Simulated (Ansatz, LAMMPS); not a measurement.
# Relaxing amorphous 89SiO2-11P2O5 (mol %) (96 atoms)

Aim: bring amorphous 89SiO2-11P2O5 (mol %) (96 atoms) to a nearby minimum of the energy and see what moves.

Calculated with Ansatz 0.2.0; Kohn-Sham DFT, PBE, PAW (set soft_2), plane waves.

### 1. Set-up

The cell holds 96 atoms: 25 Si, 6 P and 65 O. Cell: a = 11.262 Å, b = 11.262 Å, c = 11.262 Å, α = 90.0°, β = 90.0°, γ = 90.0°. 96 atoms (25 Si, 6 P, 65 O) placed at random at 2.24 g/cm³, melted at 5000 K for 10 ps at fixed volume with the Morse and Coulomb pair potential with partial charges (Pedone, Malavasi, Menziani, Cormack and Segre, J. Phys. Chem. B 110, 11780 (2006)). Quenched from 5000 K to 300 K at 50 K/ps and fixed volume, held 5 ps, then minimised at fixed cell.

What the set-up can't give: The quench rate of 50 K/ps is orders of magnitude faster than experiment, which tends to freeze in extra defects. The network of bonds at the start is that of the classical potential that made the cell. Only the Γ point is sampled in the main run, in a cell whose shortest periodic width is 11 Å.

### 2. How the cell was made

A classical potential supplies the starting structure, since it reaches far longer times than DFT.

This step: classical MD, Morse and Coulomb pair potential with partial charges (Pedone, Malavasi, Menziani, Cormack and Segre, J. Phys. Chem. B 110, 11780 (2006)) (LAMMPS 22 Jul 2025 - Update 4).

Input file in.lmp:

```
# melt-quench of Si25P6O65
units metal
atom_style charge
boundary p p p
region box block 0 11.2619 0 11.2619 0 11.2619
create_box 3 box
mass 1 28.0850   # Si
mass 2 30.9738   # P
mass 3 15.9990   # O
create_atoms 1 random 25 38122 NULL overlap 1.5 maxtry 2000
create_atoms 2 random 6 38129 NULL overlap 1.5 maxtry 2000
create_atoms 3 random 65 38136 NULL overlap 1.5 maxtry 2000
pair_style hybrid/overlay pedone 5.5 coul/long 8.0
pair_coeff * * coul/long
pair_coeff 1 3 pedone 0.340554 2.006700 2.100000 1   # Si-O
pair_coeff 2 3 pedone 0.831326 2.585833 1.800790 1   # P-O
pair_coeff 3 3 pedone 0.042395 1.379316 3.618701 22   # O-O
set type 1 charge 2.4
set type 2 charge 3
set type 3 charge -1.2
kspace_style pppm 1.0e-4
neigh_modify delay 0 every 1 check yes
thermo_style custom step time temp pe press density
thermo_modify norm yes
timestep 0.002
thermo 100
min_style cg
minimize 1e-4 1e-4 200 2000
reset_timestep 0
velocity all create 5000 38123 mom yes dist gaussian
fix lim all nve/limit 0.05
fix lan all langevin 5000 5000 0.2 38124 zero yes
thermo 500
run 1000 post no
# [... 10 lines left out ...]
thermo 1250
fix md all nvt temp 300 300 0.2
run 2500 post no
unfix md
thermo 100
min_style cg
minimize 0 1e-3 2000 20000
write_dump all custom glass.dump id type xs ys zs modify sort id
```

Launch:

```sh
$ lmp -in in.lmp -log none -nocite
```

Numbers of over 12 decimals in the logs are rounded to 6 here.

The log of the run:

```text
LAMMPS (22 Jul 2025 - Update 4)
Created orthogonal box = (0 0 0) to (11.2619 11.2619 11.2619)
Created 25 atoms
Created 6 atoms
Created 65 atoms
PPPM initialization ...
  G vector (1/distance) = 0.37935178
  grid = 12 12 12
  estimated relative force accuracy = 7.857052e-05
   Step          Time           Temp          PotEng         Press         Density
         0   0              0             -2.2453958      393821.62      2.2412959
        96   0.192          0             -18.754549     -30755.347      2.2412959
Loop time of 0.059212 s on 1 MPI rank(s) for 96 steps with 96 atoms
Minimization stats:
  Stopping criterion = energy tolerance
  Energy initial, next-to-last, final =
     -2.24539575752622  -18.7527380040899  -18.7545490420785
  Force two-norm initial, final = 333.05758 3.9083685
  Iterations, force evaluations = 96 128
   Step          Time           Temp          PotEng         Press         Density
[... 12 lines left out ...]
[... 1 line left out ...]
Loop time of 1.99662 s on 1 MPI rank(s) for 5000 steps with 96 atoms
   Step          Time           Temp          PotEng         Press         Density
[... 12 lines left out ...]
Loop time of 17.728 s on 1 MPI rank(s) for 47000 steps with 96 atoms
   Step          Time           Temp          PotEng         Press         Density
[... 2 lines left out ...]
     55000   110            252.18726     -18.838387     -20530.915      2.2412959
     55500   111            321.99438     -18.839716     -9190.4106      2.2412959
Loop time of 0.849336 s on 1 MPI rank(s) for 2500 steps with 96 atoms
   Step          Time           Temp          PotEng         Press         Density
     55500   111            321.99438     -18.839716     -9190.4106      2.2412959
     55523   111.046        321.99438     -18.875024     -12724.615      2.2412959
Loop time of 0.0328651 s on 1 MPI rank(s) for 23 steps with 96 atoms
Minimization stats:
  Stopping criterion = linesearch alpha is zero
  Energy initial, next-to-last, final =
     -18.8397164444464  -18.8750241977067  -18.8750241977067
  Force two-norm initial, final = 14.029679 0.64077025
  Iterations, force evaluations = 23 79
```

Elapsed: 21 s, on 1 thread of Intel Xeon Platinum 8488C (Sapphire Rapids), shared host; peak memory 0.071 GiB.

### 3. Single point at the start

A single point comes first, to see the forces before anything moves.

Input file input.yaml:

```yaml
crystal:
  lattice:
    - [11.2619, 0.0, 0.0]
    - [0.0, 11.2619, 0.0]
    - [0.0, 0.0, 11.2619]
  atoms:
    - { symbol: Si, position: [0.69291, 0.33336, 0.00668] }
    - { symbol: Si, position: [0.47243, 0.16529, 0.98577] }
    - { symbol: Si, position: [0.60666, 0.76028, 0.68778] }
    - { symbol: Si, position: [0.08309, 0.02748, 0.14231] }
    - { symbol: Si, position: [0.04515, 0.71838, 0.51548] }
    - { symbol: Si, position: [0.30558, 0.17903, 0.21052] }
    - { symbol: Si, position: [0.60688, 0.73894, 0.17354] }
    - { symbol: Si, position: [0.62039, 0.02774, 0.803] }
    - { symbol: Si, position: [0.3917, 0.592, 0.77938] }
    - { symbol: Si, position: [0.535, 0.65766, 0.43781] }
    - { symbol: Si, position: [0.52992, 0.21213, 0.60681] }
    - { symbol: Si, position: [0.68586, 0.42645, 0.49549] }
    - { symbol: Si, position: [0.88314, 0.11055, 0.77653] }
    - { symbol: Si, position: [0.38382, 0.63949, 0.0429] }
    - { symbol: Si, position: [0.12726, 0.45307, 0.44877] }
    - { symbol: Si, position: [0.29711, 0.79309, 0.44739] }
    - { symbol: Si, position: [0.8793, 0.3902, 0.82914] }
    - { symbol: Si, position: [0.11287, 0.97938, 0.87421] }
    - { symbol: Si, position: [0.17832, 0.71593, 0.88459] }
    - { symbol: Si, position: [0.30008, 0.36071, 0.64923] }
    - { symbol: Si, position: [0.23973, 0.45477, 0.19238] }
    - { symbol: Si, position: [0.02979, 0.5204, 0.02046] }
    - { symbol: Si, position: [0.90532, 0.28339, 0.38677] }
    - { symbol: Si, position: [0.44147, 0.03922, 0.407] }
    - { symbol: Si, position: [0.84368, 0.16425, 0.1532] }
    - { symbol: P, position: [0.23538, 0.20925, 0.85888] }
    - { symbol: P, position: [0.98786, 0.05998, 0.53138] }
    - { symbol: P, position: [0.67795, 0.97204, 0.27326] }
    - { symbol: P, position: [0.78687, 0.53712, 0.16674] }
    - { symbol: P, position: [0.83205, 0.60795, 0.65765] }
    - { symbol: P, position: [0.09804, 0.78044, 0.2637] }
    - { symbol: O, position: [0.36701, 0.21064, 0.89672] }
    - { symbol: O, position: [0.08144, 0.5723, 0.50906] }
    - { symbol: O, position: [0.88287, 0.26285, 0.24781] }
    - { symbol: O, position: [0.98868, 0.03931, 0.8396] }
    - { symbol: O, position: [0.97087, 0.42297, 0.92843] }
    - { symbol: O, position: [0.37121, 0.47615, 0.70247] }
    - { symbol: O, position: [0.22298, 0.30173, 0.76074] }
    - { symbol: O, position: [0.59349, 0.73743, 0.54585] }
    - { symbol: O, position: [0.49664, 0.71312, 0.08952] }
    - { symbol: O, position: [0.18356, 0.77193, 0.53201] }
    - { symbol: O, position: [0.6061, 0.8939, 0.74318] }
    - { symbol: O, position: [0.7141, 0.64967, 0.13954] }
    - { symbol: O, position: [0.07044, 0.90804, 0.22613] }
    - { symbol: O, position: [0.58011, 0.51957, 0.44755] }
    - { symbol: O, position: [0.26378, 0.65824, 0.78373] }
    - { symbol: O, position: [0.88028, 0.5111, 0.74146] }
    - { symbol: O, position: [0.40088, 0.13819, 0.10553] }
    - { symbol: O, position: [0.56837, 0.70682, 0.30799] }
    - { symbol: O, position: [0.75852, 0.0586, 0.82264] }
    - { symbol: O, position: [0.12714, 0.98046, 0.01618] }
    - { symbol: O, position: [0.13268, 0.4653, 0.09889] }
    - { symbol: O, position: [0.08429, 0.69918, 0.16126] }
    - { symbol: O, position: [0.76524, 0.52754, 0.56964] }
    - { symbol: O, position: [0.39978, 0.26422, 0.62674] }
    - { symbol: O, position: [0.71301, 0.43507, 0.11028] }
    - { symbol: O, position: [0.28014, 0.72484, 0.99154] }
    - { symbol: O, position: [0.95407, 0.08345, 0.12894] }
    - { symbol: O, position: [0.51198, 0.11356, 0.50451] }
    - { symbol: O, position: [0.39423, 0.68813, 0.45446] }
    - { symbol: O, position: [0.89253, 0.25605, 0.78175] }
    - { symbol: O, position: [0.55165, 0.99896, 0.31655] }
    - { symbol: O, position: [0.2099, 0.07888, 0.82535] }
    - { symbol: O, position: [0.22635, 0.785, 0.31494] }
    - { symbol: O, position: [0.19144, 0.48371, 0.32397] }
    - { symbol: O, position: [0.79848, 0.52461, 0.29734] }
    - { symbol: O, position: [0.41706, 0.56496, 0.92104] }
    - { symbol: O, position: [0.33878, 0.54842, 0.14232] }
    - { symbol: O, position: [0.22069, 0.39484, 0.53983] }
    - { symbol: O, position: [0.57785, 0.1351, 0.71643] }
    - { symbol: O, position: [0.61149, 0.32764, 0.57565] }
    - { symbol: O, position: [0.29274, 0.32045, 0.20215] }
    - { symbol: O, position: [0.36177, 0.12916, 0.33201] }
    - { symbol: O, position: [0.12983, 0.84264, 0.84231] }
    - { symbol: O, position: [0.78389, 0.33318, 0.44287] }
    - { symbol: O, position: [0.0249, 0.73797, 0.37031] }
    - { symbol: O, position: [0.73624, 0.08025, 0.21366] }
    - { symbol: O, position: [0.49827, 0.67992, 0.73941] }
    [... 12 atom lines left out ...]
    - { symbol: O, position: [0.9274, 0.68928, 0.60494] }
    - { symbol: O, position: [0.78554, 0.22922, 0.04277] }
    - { symbol: O, position: [0.73638, 0.68782, 0.71453] }
    - { symbol: O, position: [0.93822, 0.14467, 0.4341] }
    - { symbol: O, position: [0.01601, 0.36531, 0.42072] }
    - { symbol: O, position: [0.65815, 0.87317, 0.18007] }
kpoints:
  mp_grid: { grid: [1, 1, 1] }
hamiltonian:
  xc: pbe
scf:
  occupations: { method: fermi_dirac, width: 0.025 }
output:
  forces: true
```

Launch:

```sh
$ ansatz run input.yaml --threads 4 --pin off --max-ram 8192MiB --backend cpu --events-out ev --progress --plain --runs-dir out
```

The log of the run:

```text
Engine: ansatz 0.2.0, x86_64-unknown-linux-gnu
Pseudopotentials: kind: paw
Pseudopotential: Si, paw, valence charge 4, recommended cutoff 420 eV (normal), Si.paw.azcp
Pseudopotential: P, paw, valence charge 5, recommended cutoff 420 eV (normal), P.paw.azcp
Pseudopotential: O, paw, valence charge 6, recommended cutoff 420 eV (normal), O.paw.azcp
[... 5 lines on functional and potentials left out ...]
Crystal: 96 atoms, lattice volume = 1428.351 Å³
Basis set: ecut = 420 eV, 28017 PW (Γ), exchange–correlation on 160×160×160 points (8 copies of the dense FFT grid, shifted against one another)
Bands: 356, of which v1, the nominal top of the filled ones, is band 260 counted from 1 (259 counted from 0)
Symmetry: 1 space group operations
Space group: P1 (ITA 1), of the structure as read, at distance tolerance 1.1e-4 Å
k-points: 1
[... 7 lines on functional and potentials left out ...]
Initial density: superposition of atomic densities (neutral atoms: chi_scale 0, normalization atom), corrected by the library's trained network
Initial wavefunctions: pseudopotential atomic-orbital guess
Functional: x = pbe(κ = 0.804, μ = 0.219515), c = pbe(β = 0.066725)
SCF iter   1: F=—  HF=-57391.908982 eV  |F-HF|=—  |Δ(HF+E_count)|=         —  Δρ=4.10e-3  dr2=3.98e-1  ethr=1.77e-3  ⟨swp⟩=7.0  Hψ=1877  notcnv=0  defer=68
preconditioner: auto → Resta (q_TF=auto, 2.305 Å⁻¹)  ε∞=2.9  [insulator: Δε(μ)=2.559 eV  Ē_g=16.391 eV  σ=0.025 eV  W_gap=1.00  n_scr=304 (ndim 8)  ℏωp=22.4 eV  f_vac=0.245  D(μ)=0.00/eV (n_scr^D=0)  ε∞_Penn≈2.9]
SCF iter   2: F=—  HF=-57391.816009 eV  |F-HF|=—  |Δ(HF+E_count)|=   9.30e-2  Δρ=2.14e-3  dr2=8.43e-2  ethr=7.65e-5  ⟨swp⟩=3.0  Hψ=628  notcnv=0  defer=91
SCF iter   3: F=—  HF=-57391.796688 eV  |F-HF|=—  |Δ(HF+E_count)|=   1.93e-2  Δρ=8.52e-4  dr2=2.57e-2  ethr=1.62e-5  ⟨swp⟩=2.0  Hψ=550  notcnv=0  defer=36
automatic band count: iteration 3 solves 301 bands in place of 356: the levels show a gap, and the empty bands left out lie too high to hold charge; the band table lists the bands solved (type scf.n_extra_bands for more)
SCF iter   4: F=—  HF=-57391.788658 eV  |F-HF|=—  |Δ(HF+E_count)|=   8.03e-3  Δρ=3.84e-4  dr2=2.51e-3  ethr=4.95e-6  ⟨swp⟩=3.0  Hψ=479  notcnv=0  defer=36
SCF iter   5: F=—  HF=-57391.788320 eV  |F-HF|=—  |Δ(HF+E_count)|=   3.37e-4  Δρ=2.25e-4  dr2=6.15e-4  ethr=4.83e-7  ⟨swp⟩=3.0  Hψ=564  notcnv=0  defer=36
SCF iter   6: F=—  HF=-57391.788232 eV  |F-HF|=—  |Δ(HF+E_count)|=   8.86e-5  Δρ=5.64e-5  dr2=3.96e-5  ethr=1.18e-7  ⟨swp⟩=3.0  Hψ=516  notcnv=0  defer=36
SCF iter   7: F=—  HF=-57391.786469 eV  |F-HF|=—  |Δ(HF+E_count)|=   1.76e-3  Δρ=2.78e-5  dr2=9.72e-6  ethr=7.62e-9  ⟨swp⟩=3.0  Hψ=643  notcnv=0  defer=36
SCF iter   8: F=—  HF=-57391.786469 eV  |F-HF|=—  |Δ(HF+E_count)|=   1.75e-7  Δρ=9.46e-6  dr2=1.23e-6  ethr=1.87e-9  ⟨swp⟩=3.0  Hψ=471  notcnv=0  defer=36
SCF iter   9: F=—  HF=-57391.786470 eV  |F-HF|=—  |Δ(HF+E_count)|=   3.76e-7  Δρ=3.17e-6  dr2=1.38e-7  ethr=2.36e-10  ⟨swp⟩=3.0  Hψ=479  notcnv=0  defer=36
SCF iter  10: F=-57391.786470 eV  HF=-57391.786470 eV  |F-HF|=1.98e-8  |Δ(HF+E_count)|=   3.55e-8  Δρ=1.80e-6  dr2=3.93e-8  ethr=1.92e-11  ⟨swp⟩=6.0  Hψ=1150  notcnv=0
SCF 1 converged in 10 iterations: F = -57391.786470 eV  dr2 = 3.93e-8
  greatest PAW one-centre occupation: 0.875 electrons in one spin orbital (limit 2), on the O atom at site 82 (counted from 0), in its partial waves of l = 0
SCF converged after 10 iterations
Free energy (F): -57391.786470 eV
Harris-Foulkes:  -57391.786470 eV  (|F-HF|=1.98e-8)
Internal energy: -57391.786470 eV  (E = F + TS)
E sigma→0 (E₀):  -57391.786470 eV
Fermi energy:    4.885046 eV
--- Per-component energies (eV) ---
  E_band       = -3095.060807
  E_kinetic    = 13193.508821
  E_local      = -40470.898048  (includes V_loc(G=0)·N_el)
  E_nonlocal   = 3900.559666
  E_hartree    = 15249.070147
  E_xc         = -6581.287538
  E_vxc        = -7703.497612  (∫ρ·V_xc dr)
  E_paw        = -26582.065385  (= ΣΔE_a)
  E_vpaw       = -2513.049347  (= ΣTr[D̂ρ^β])
  E_aug_tail   = 0.167550  (compensation charges beyond the density's cutoff)
  E_ewald      = -16100.841683
  E_smearing   = -0.000000  (= −TS)
  E_closure    = -0.000000  (closes the sum)
  Σ components = -57391.786470   (vs F -57391.786470, Δ=0.00e0)
--- Forces (eV/Å), atoms counted from 1 ---
  atom   1  Si     1.77423310     0.34161426     0.87627575
  atom   2  Si    -1.00909819     0.02163231    -0.38022492
  atom   3  Si    -0.74611609    -1.02764628    -0.97758500
  atom   4  Si     0.38808835    -1.25894301    -0.13712127
  atom   5  Si     2.26079143    -0.32195721    -2.41513556
  atom   6  Si     0.52883919    -0.52347903    -1.06154244
  atom   7  Si     0.17572125    -0.54293646     2.01642183
  atom   8  Si    -0.27171577     0.99204764    -0.59543249
  atom   9  Si    -0.74604792     0.78435612     2.17703629
  atom  10  Si     0.51249691     0.75242263     0.12540390
  atom  11  Si     0.02741810     0.06389927    -0.59641404
  atom  12  Si    -0.43759022    -0.26860054     0.12578424
  atom  13  Si     1.09377789    -0.09100433    -2.14286627
  atom  14  Si    -1.09704292    -0.39867955    -1.93873986
[...]
atom  95  O      0.42729346     0.34328611     0.09309210
  atom  96  O     -0.36275711    -0.65470821    -2.90269155
  max |Σ_I F_I| component: 5.67e-5 eV/Å
```

Run time: 8.8 s. Hardware: 4 threads of Intel Xeon Platinum 8488C (Sapphire Rapids), shared host; peak memory 1.8 GiB; 30 s of CPU time.

Numbers from this run:

```yaml
free_energy: -57391.7865 eV
free_energy_per_atom: -597.8311 eV/atom
scf_cycles: 10
r_m_s_force_component: 1.024 eV/Å
longest_force: 4.846 eV/Å
fermi_energy: 4.885 eV
```

The r.m.s. force component of 1.0 eV/Å sets the starting point.

Neighbours are counted within 2.08 Å (O-Si), 1.98 Å (O-P).

Length of the force by element and coordination:

```
element  coordination  atoms  mean length of the force (eV/Å)  spread   least  most
      O           all     65                             1.22   0.777   0.118  3.29
      O             1      6                            0.699   0.692   0.118  2.15
      O             2     59                             1.28   0.765   0.123  3.29
      P           all      6                             3.40    1.22    1.96  4.85
     Si           all     25                             1.69   0.793  0.0785  3.32
```

(Continued in part 2 of 4.)

[Logs are printed without paths, hosts, clocks, repeated set-up lines and the standing remarks that a program may print on its own settings, such as how far it seeks lower states.]

[Hosts, paths, dates, database ids (printed as entryN), source tags and the programs' standing remarks are cut or masked in the printed files.]
